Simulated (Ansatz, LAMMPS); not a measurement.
# Gap against volume in amorphous Al2O3 (155 atoms)

Density of this cell: 3.22 g/cm³. The cell holds 155 atoms: 62 Al and 93 O. Its edges and angles: a = 11.599 Å, b = 11.959 Å, c = 11.762 Å, α = 90.5°, β = 90.3°, γ = 89.4°. The starting structure: 155 atoms (62 Al, 93 O) placed at random at 3.18 g/cm³, melted at 5000 K for 10 ps at fixed volume with the Morse and Coulomb pair potential with partial charges (Pedone, Malavasi, Menziani, Cormack and Segre, J. Phys. Chem. B 110, 11780 (2006)). Quenched from 5000 K to 300 K at 20 K/ps and fixed volume, held 5 ps, then minimised at fixed cell.

Calculated with Ansatz 0.2.0: Kohn-Sham DFT, r2SCAN, PAW (set soft_2), plane waves; cutoff 500 eV, Γ point, fixed occupations. The relaxed cell was scaled evenly and the atoms were relaxed at each volume. The gap is that between the highest filled and the lowest empty Kohn-Sham level on the run's k-points.

| volume (Å³/atom) | gap (eV) |
| --- | --- |
| 9.4724 | 4.820 |
| 9.8934 | ? |
| 10.209 | 4.469 |
| 10.525 | 4.337 |
| 10.841 | 4.226 |
| 11.156 | 4.022 |

**Question.** Fit a straight line in ln V to the rows given and interpolate to the withheld row.

Worked fit:

A volume deformation potential makes the spacing linear in u = ln(V/V0), with V0 = 10.525 Å³ the relaxed volume; v is the spacing.

| u = ln(V/V0) | v (eV) |
| --- | --- |
| -0.105360 | 4.8204 |
| -0.0304596 | 4.469 |
| 0 | 4.3374 |
| 0.0295589 | 4.2263 |
| 0.0582688 | 4.0225 |

With n = 5: mean u = -0.00959846, mean v = 4.37512, Σ(u − ū)² = 0.015837, Σ(u − ū)(v − v̄) = -0.074720. Slope b = -0.074720 / 0.015837 = -4.7181; intercept a = v̄ − b ū = 4.3298.

At the withheld volume u = -0.06187, and v = a + b u.

Prediction at 9.8934: 4.622 eV. The run gave 4.607 eV, so the fit is high by 0.015 eV (0.32 % of the value).

The slope, -4.72 eV, says that the spacing narrows on expansion. Among the rows given, the largest miss of the fit is at 10.841, by 0.036 eV (4.5 % of the range of the table).

Limits: The table spans 16 % in volume, wide for a linear law. Semilocal functionals tend to put gaps under measured ones. Only the Γ point is sampled. Atoms move by up to 0.9 Å in these relaxations, so the structure changes along the series. Defect or tail levels can set the spacing of a disordered cell.

[Hosts, paths, dates, database ids (printed as entryN), source tags and the programs' standing remarks are cut or masked in the printed files.]
